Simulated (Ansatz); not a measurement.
# V_S in MgS (Fm-3m): charge-transition levels and formation energies

Wanted: the transition levels of a vacancy in MgS (Fm-3m), from a cell of 54 host atoms with 1 S taken out.

Method: place-levels on PBEsol runs: charge-transition levels and formation energies with image-charge correction and potential alignment at the atomic sites, in Ansatz 0.2.0.

### 1. The structure

The cell holds 53 atoms: 27 Mg and 26 S. Its edges and angles: a = 10.992 Å, b = 10.992 Å, c = 10.992 Å, α = 60.0°, β = 60.0°, γ = 60.0°. It derives from MgS (space group Fm-3m). Nearest the centre at fractional (0.500, 0.500, 0.500): Mg50 at 2.59 Å, Mg46 at 2.59 Å, Mg34 at 2.59 Å, Mg28 at 2.59 Å, Mg32 at 2.59 Å, Mg44 at 2.59 Å, S26 at 3.66 Å, S24 at 3.66 Å.

Known beforehand: the electronic dielectric constant, 5.53, and the static one, 14.81, from a response run on this crystal (DFPT, PBEsol) at that run's own cell.

The cell's shortest repeat is 11.0 Å.

### 2. The runs of each charge state

A transition level is the Fermi level at which two charge states cost the same, so each charge needs its own total energy, at its own relaxed structure.

Random displacements of about 0.05 Å break the site symmetry at the start, so that the relaxation can reach a distorted minimum if there is one. Forces are taken at one point at (¼, ¼, ¼). The cell holds 1 electron more than the neutral one, with a uniform background that keeps it neutral on the whole. The electron count is odd, so at least one spin is unpaired; this run locks the moment at 1 μB.

The sampling was tested on the host first: at the k-points planned (1x1x1 shifted 0.25 0.25 0.25) its energy lies 0.060 eV an atom from the dense-mesh value, so the final energies take a denser sampling.

One state's input; the others differ in charge, spin, start and seed, and in occupations where the table says so.

qm1_M1.relax/input.yaml reads:

```yaml
crystal:
  lattice:
    - [0.0, 7.77285385, 7.77285385]
    - [7.77285385, 0.0, 7.77285385]
    - [7.77285385, 7.77285385, 0.0]
  atoms:
    - { symbol: Mg, position: [0.0, 0.0, 0.0] }
    - { symbol: S, position: [0.16666667, 0.16666667, 0.16666667] }
[... 6 atom lines left out ...]
    - { symbol: Mg, position: [0.0, 0.33333333, 0.33333333] }
    - { symbol: S, position: [0.16666667, 0.5, 0.5] }
[... 1 atom line left out ...]
    - { symbol: S, position: [0.16666667, 0.5, 0.83333333] }
[... 3 atom lines left out ...]
    - { symbol: S, position: [0.16666667, 0.83333333, 0.5] }
[... 5 atom lines left out ...]
    - { symbol: S, position: [0.5, 0.16666667, 0.5] }
[... 1 atom line left out ...]
    - { symbol: S, position: [0.5, 0.16666667, 0.83333333] }
[... 1 atom line left out ...]
    - { symbol: S, position: [0.5, 0.5, 0.16666667] }
[... 1 atom line left out ...]
    - { symbol: Mg, position: [0.33333333, 0.33333333, 0.66666667] }
    - { symbol: S, position: [0.5, 0.5, 0.83333333] }
[... 1 atom line left out ...]
    - { symbol: S, position: [0.5, 0.83333333, 0.16666667] }
    - { symbol: Mg, position: [0.33333333, 0.66666667, 0.33333333] }
    - { symbol: S, position: [0.5, 0.83333333, 0.5] }
    - { symbol: Mg, position: [0.33333333, 0.66666667, 0.66666667] }
[... 4 atom lines left out ...]
    - { symbol: S, position: [0.83333333, 0.16666667, 0.5] }
[... 3 atom lines left out ...]
    - { symbol: S, position: [0.83333333, 0.5, 0.16666667] }
    - { symbol: Mg, position: [0.66666667, 0.33333333, 0.33333333] }
    - { symbol: S, position: [0.83333333, 0.5, 0.5] }
    - { symbol: Mg, position: [0.66666667, 0.33333333, 0.66666667] }
[... 3 atom lines left out ...]
    - { symbol: Mg, position: [0.66666667, 0.66666667, 0.33333333] }
[... 1 atom line left out ...]
    - { symbol: Mg, position: [0.66666667, 0.66666667, 0.66666667] }
    - { symbol: S, position: [0.83333333, 0.83333333, 0.83333333] }
  host:
    repeats: [3, 3, 3]
    atoms:
      - { symbol: Mg, position: [0.0, 0.0, 0.0] }
      - { symbol: S, position: [0.5, 0.5, 0.5] }
total_charge: -1
basis:
  ecutwfc: 420
  xc_grid: 2
hamiltonian:
  xc: pbesol
kpoints:
  mp_grid: { grid: [1, 1, 1], shift: [0.25, 0.25, 0.25] }
magnetization:
  spin_polarized: true
  initial_magnetization: 1
  spin_locking: { lock_magnetization: hard }
scf:
  occupations: { method: fixed }
  max_iter: 100
output:
  forces: true
  charged_corrections:
    epsilon: 5.53
    static_epsilon: 14.81
    defect_position: [0.5, 0.5, 0.5]
relax:
  f_tol: 0.02
  max_steps: 80
  random_displacement: { amplitude: 0.05, seed: 742 }
checkpoint:
  write: "../qm1_M1.relax.run"
  compress: false
  write_wavefunctions: true
  write_every: 100000
```

Command:

```bash
$ ansatz run input.yaml --threads 4 --pin off --max-ram 7536MiB --backend cpu --events-out ev --progress --plain --runs-dir out
```

The relaxed structure is kept and the sampling changed to a 2×2×2 shifted mesh.

The run of this state that the levels use, under PBEsol:

qm1_M1.point/input.yaml reads:

```yaml
crystal:
  checkpoint: "../qm1_M1.relax.run"
  host: checkpoint
total_charge: -1
basis:
  ecutwfc: 420
  xc_grid: 2
hamiltonian:
  xc: pbesol
kpoints:
  mp_grid: { grid: [2, 2, 2], shift: [0.5, 0.5, 0.5] }
magnetization:
  spin_polarized: true
  initial_magnetization: 1
  spin_locking: { lock_magnetization: hard }
scf:
  occupations: { method: fermi_dirac, width: 0.01 }
  max_iter: 100
output:
  forces: true
  eigenvalues: true
  charged_corrections:
    epsilon: 5.53
    static_epsilon: 14.81
    defect_position: [0.5, 0.5, 0.5]
  eigenstates: { localisation: true }
  populations: true
  efg: {}
checkpoint:
  read: "../qm1_M1.relax.run"
  write: "../qm1_M1.point.run"
  compress: false
  write_wavefunctions: false
  write_every: 100000
```

Relaxations under PBEsol at one point at (¼, ¼, ¼); times on 4 threads of Arm Neoverse V2, shared host:

| charge | moment (μB) | occupations | outcome | steps | largest displacement against the far atoms (Å) | time |
| --- | --- | --- | --- | --- | --- | --- |
| −1 | 1 | fixed | converged | 5 | 0.14 | 85 s |
| 0 | 0 | fixed | converged | 4 | 0.08 | 30 s |
| +1 | 1 | fixed | converged | 4 | 0.11 | 63 s |
| +2 | 0 | fixed | converged | 5 | 0.25 | 42 s |

Single points under PBEsol at a 2×2×2 shifted mesh; times on 4 threads of Arm Neoverse V2, shared host:

| charge | moment (μB) | occupations | outcome | time |
| --- | --- | --- | --- | --- |
| −1 | 1 | fermi-dirac | converged | 2.2 min |
| 0 | 0 | fermi-dirac | converged | 65 s |
| +1 | 1 | fermi-dirac | converged | 2.3 min |
| +2 | 0 | fermi-dirac | converged | 67 s |

Distances (Å) from the ideal centre to the nearest atoms after relaxation with PBEsol:

| charge | moment (μB) | 1. | 2. | 3. | 4. | 5. | 6. |
| --- | --- | --- | --- | --- | --- | --- | --- |
| −1 | 1 | Mg 2.46 | Mg 2.46 | Mg 2.47 | Mg 2.47 | Mg 2.47 | Mg 2.48 |
| 0 | 0 | Mg 2.52 | Mg 2.52 | Mg 2.52 | Mg 2.52 | Mg 2.53 | Mg 2.53 |
| +1 | 1 | Mg 2.69 | Mg 2.69 | Mg 2.69 | Mg 2.70 | Mg 2.70 | Mg 2.70 |
| +2 | 0 | Mg 2.84 | Mg 2.84 | Mg 2.84 | Mg 2.84 | Mg 2.84 | Mg 2.84 |

### 3. Levels against the band edges, PBEsol

A charged cell interacts with its images and the background, and its potential has another zero than the host's. place-levels removes the first by a point-charge model, screened by the static dielectric constant since the ions have relaxed around the charge, and the second by comparing potentials at atoms far from the defect.

The host is a run of the defect-free crystal in the same cutoffs, grids and k-points, so that basis and sampling errors cancel in part in the differences. The host is run in a cell of 2 atoms on a matching mesh. Its band edges are searched through the zone by a band path, so the gap is smaller than, or equal to, that on the mesh. Chemical potentials are energies per atom of S (S12 rings, Pnnm, not the stable S8 form), run with the same functional and cutoff.

levels.point.yaml reads:

```yaml
host:
  run: host.point.run
states: [qm1_M1.point.run, q0.point.run, qp1_M1.point.run, qp2.point.run]
geometry_from:
  qm1_M1.point.run: qm1_M1.relax.run
  q0.point.run: q0.relax.run
  qp1_M1.point.run: qp1_M1.relax.run
  qp2.point.run: qp2.relax.run
chemical_potentials:
  S:
    energy: -884.879081
    dataset: "<sha256 of the dataset>"
epsilon: 5.53
static_epsilon: 14.81
vertical:
  - { from: qm1_M1.point.run, to: qm1_M1.point_neutral.run }
  - { from: qp1_M1.point.run, to: qp1_M1.point_neutral.run }
  - { from: qp2.point.run, to: qp2.point_neutral.run }
```

Command:

```bash
$ ansatz place-levels levels.point.yaml -- --threads 4 --pin off --max-ram 7536MiB
```

Numbers of over 12 decimals in the logs are rounded to 6 here.

The log of the run:

```text
[... repeated set-up lines and file paths are left out, and long positions are rounded to six places ...]
(+2/+1) 1.367 eV above the valence edge, 1.360 eV under the conduction edge
(+1/0) 1.730 eV above the valence edge, 0.997 eV under the conduction edge
(0/-1) 2.823 eV above the valence edge (+3.272 eV without the band-filling correction), in the conduction band
formation energy of charge +2: +1.134 eV with the Fermi level at the valence edge
formation energy of charge +1: +2.501 eV with the Fermi level at the valence edge
formation energy of charge 0: +4.231 eV with the Fermi level at the valence edge
formation energy of charge -1: +7.054 eV with the Fermi level at the valence edge
vertical -1 to 0: no energy, since no alignment is typed
  the change from vertical[0].from (qm1_M1.point.run) to vertical[0].to (qm1_M1.point_neutral.run): by its potential at epsilon 5.53 it stands at 0.500 0.500 0.500, with an rms radius of about 4.6 Å (2.7 2.7 2.7 Å across the planes of the cell's vectors); [...]
vertical +1 to 0: no energy, since no alignment is typed
  the change from vertical[1].from (qp1_M1.point.run) to vertical[1].to (qp1_M1.point_neutral.run): by its potential at epsilon 5.53 it stands at 0.500 0.500 0.500, with an rms radius of about 1.7 Å (1.0 1.0 1.0 Å across the planes of the cell's vectors); [...]
vertical +2 to 0: no energy, since no alignment is typed
  the change from vertical[2].from (qp2.point.run) to vertical[2].to (qp2.point_neutral.run): by its potential at epsilon 5.53 it stands at 0.500 0.500 0.500, with an rms radius of about 2.3 Å (1.3 1.3 1.3 Å across the planes of the cell's vectors); [...]
  edges by pbesol, gap 2.727 eV; the host is sampled to repeats of 21.98 Å
  the defect's cells are sampled to repeats of 21.98 Å, like sampling
  charge +2: -74724.7269 eV with its correction of +0.129 eV, at epsilon 14.81, aligned at sites: -0.2225 eV, mean over 21 atomic sites at or beyond 5.50 Å from the defect at [0.5000, 0.5000, 0.5000], with +0.000000 for the charge's moments and without [...]
  charge +1: -74716.8816 eV with its correction of -0.082 eV, at epsilon 14.81, aligned at sites: -0.2249 eV, mean over 21 atomic sites at or beyond 5.50 Å from the defect at [0.5000, 0.5000, 0.5000], with +0.000000 for the charge's moments and without [...]
  charge 0: +0.000 eV for its dipole among its images, +0.000 omitted
  charge -1: -74698.9229 eV with its correction of +0.280 eV, at epsilon 14.81, aligned at sites: -0.1367 eV, mean over 21 atomic sites at or beyond 5.50 Å from the defect at [0.5000, 0.5000, 0.5000], with +0.000000 for the charge's moments and without [...]
  states[0] (qm1_M1.point.run): levels filled in part (TS 0.005 eV): its energy is of no whole electron's
  of states[3] (qp2.point.run): it parts from the run that its charge is read beside by 2 carriers, of which the mean alone is read, by its potential at epsilon 5.53, taken for that of held ions (one typed too small widens it): that is narrow, but one of them [...]
  of states[2] (qp1_M1.point.run): its alignment with the host at atomic sites is doubtful: the cell is too small to show whether the defect's potential has decayed: take a larger one
  of states[1] (q0.point.run): its alignment with the host at atomic sites is doubtful: the cell is too small to show whether the defect's potential has decayed: take a larger one
  of states[0] (qm1_M1.point.run): it parts from the run at its places by a charge that spreads by about 2.7 Å along one vector (1.6 Å or more is wide), by its potential at epsilon 5.53, taken for that of held ions (one typed too small widens it), where the [...]
  vertical[0].from (qm1_M1.point.run): levels filled in part (TS 0.005 eV): its energy is of no whole electron's
  of vertical[0].from (qm1_M1.point.run): its moments are held at its close (magnetization.spin_locking), by a field of 0.096 eV a Bohr magneton, and its energy and levels are of the state that this holds: a run that lets them go can end lower; [...]
  of vertical[2].from (qp2.point.run): it parts from the run that its charge is read beside by 2 carriers, of which the mean alone is read, by its potential at epsilon 5.53, taken for that of held ions (one typed too small widens it): that is narrow, but one [...]
```

Elapsed: 0.41 s, on 4 threads of Arm Neoverse V2, shared host.

Levels between the charges placed, in eV above the valence top:

|  | gap (eV) | (+2/+1) | (+1/0) | (0/−1) |
| --- | --- | --- | --- | --- |
| PBEsol | 2.73 | 1.37 | 1.73 | 2.82 |

Corrections by state:

| charge | moment (μB) | image terms and alignment (eV) | band filling (eV) | ε used | over the lowest of its charge, as the program ranks them, band filling apart (eV) |
| --- | --- | --- | --- | --- | --- |
| +2 | 0.0 | 0.129 | - | 14.81 | 0.000 |
| +1 | 1.0 | -0.082 | - | 14.81 | 0.000 |
| 0 | 0.0 | 0.000 | - | - | 0.000 |
| −1 | 1.0 | 0.280 | -0.450 | 14.81 | 0.000 |

The charged structures listed were also run neutral, and place-levels reads from each pair, by the potential or the spins, how wide the charge is by which they differ; that can be the carrier of either run.

| charge | rms radius (Å) | spread where it is widest against the cell (Å) | wide from (Å) | reading |
| --- | --- | --- | --- | --- |
| +2 | 2.3 | 1.32 | 1.55 | narrow |
| +1 | 1.7 | 0.98 | 1.55 | narrow |
| −1 | 4.6 | 2.67 | 1.55 | wide |

The neutral runs of these pairs need not share the spin of the lowest neutral state, and very wide values only mean spread over the cell.

From the program's caveats on the states, each cut to its opening words:

- charge +2: it parts from the run that its charge is read beside by 2 carriers, of which the mean alone is read, by its potential at epsilon 5.53, taken for that of held [...]
- charge +2, +1 (1 μB), 0, −1 (1 μB): its alignment with the host at atomic sites is doubtful: the cell is too small to show whether the defect's potential has decayed: take a larger one
- charge −1 (1 μB): it parts from the run at its places by a charge that spreads by about 2.7 Å along one vector (1.6 Å or more is wide), by its potential at epsilon 5.53, taken [...]
- charge −1 (1 μB): a band-filling correction moves a carrier to the host's band edge, which changes its energy by -0.450 eV
- charge −1 (1 μB): the host's ions (past the first shell or, of a walk that freed a part, those that it held) aren't shown at rest: they stand up to 0.040 Å off their sites, 0.14 [...]
- charge −1 (1 μB): its moments are held at its close (magnetization.spin_locking), by a field of 0.096 eV a Bohr magneton, and its energy and levels are of the state that this [...]

The host's formation energy from the elements is -1.493 eV per atom; it sets how far the chemical potentials can move.

Limit set by the element alone; other compounds of these elements are not counted. Chemical potentials from the elements' reference states: Mg 0.00 eV, S -2.99 eV. Formation energies (Mg-rich), with the Fermi level at the valence top and at the conduction bottom (gap 2.73 eV):

| charge | at valence top (eV) | at conduction bottom (eV) | correction included (eV) |
| --- | --- | --- | --- |
| +2 | -1.85 | 3.60 | 0.13 |
| +1 | -0.48 | 2.24 | -0.08 |
| 0 | 1.25 | 1.25 | 0.00 |
| −1 | 4.07 | 1.34 | -0.17 |

(Fermi level (eV), lowest formation energy (eV)): (0.00, -1.85), (0.25, -1.36), (0.50, -0.86), (0.74, -0.37), (0.99, 0.13), (1.24, 0.63), (1.49, 1.00), (1.74, 1.25), (1.98, 1.25), (2.23, 1.25), (2.48, 1.25), (2.73, 1.25)

Limit set by the element alone; other compounds of these elements are not counted. Chemical potentials from the elements' reference states: S 0.00 eV, Mg -2.99 eV. Formation energies (S-rich), with the Fermi level at the valence top and at the conduction bottom (gap 2.73 eV):

| charge | at valence top (eV) | at conduction bottom (eV) | correction included (eV) |
| --- | --- | --- | --- |
| +2 | 1.13 | 6.59 | 0.13 |
| +1 | 2.50 | 5.23 | -0.08 |
| 0 | 4.23 | 4.23 | 0.00 |
| −1 | 7.05 | 4.33 | -0.17 |

```
Fermi level (eV)  lowest formation energy (eV)
            0.00                          1.13
            0.25                          1.63
            0.50                          2.12
            0.74                          2.62
            0.99                          3.12
            1.24                          3.61
            1.49                          3.99
            1.74                          4.23
            1.98                          4.23
            2.23                          4.23
            2.48                          4.23
            2.73                          4.23
```

### 4. Outcome

```json
{
  "gap of the host": "2.73 eV (PBEsol)",
  "level (plus 2/plus 1)": "1.37 eV above the valence top",
  "level (plus 1/0)": "1.73 eV above the valence top",
  "level (0/minus 1)": "2.82 eV above the valence top, past the conduction bottom (3.27 eV above the valence top without the band-filling term)",
  "lowest of the charges placed, just above the valence top (0.02 eV)": "+2",
  "lowest of the charges placed, just below the conduction bottom (0.02 eV)": "0",
  "lowest formation energy at mid-gap of the charges run, Mg-rich": "0.88 eV",
  "lowest formation energy at mid-gap of the charges run, S-rich": "3.86 eV"
}
```

What this shows: Of the charges placed (−1, 0, +1 and +2), the lowest changes at 1.37 eV (+2/+1) and 1.73 eV (+1/0) above the valence top, in a gap of 2.73 eV. Charges above +2 were not placed, so these runs say nothing of levels that involve them. States placed: +2 at 0 μB; +1 at 1 μB; 0 at 0 μB; −1 at 1 μB. Other spin states or structures, where not listed, weren't placed. The program finds carriers beyond a band edge of the host and adds a band-filling term at charge −1 (-0.45 eV); steps to such a charge show no bound level, and a defect level inside a band would be read the same way. The program doubts the alignment of potentials for at least one state, a sign that the cell is small. What this leaves open: PBEsol makes the gap too small and tends to spread out bound carriers; force components of up to 0.18 eV/Å remain in a run at the final settings.

[Logs are printed without paths, hosts, clocks, repeated set-up lines and the standing remarks that a program may print on its own settings, such as how far it seeks lower states.]

[Hosts, paths, dates, database ids (printed as entryN), source tags and the programs' standing remarks are cut or masked in the printed files.]

[Where a table of states has a column of steps, it counts the stored structures, which are thinned; the runs took as many ionic steps or more.]

[A defect's name tells the site on which it was built; relaxed atoms can leave that site.]

[For some hosts the program warned that the k-mesh of the response run may be too coarse for force constants and the static dielectric constant; such warnings are not shown here.]
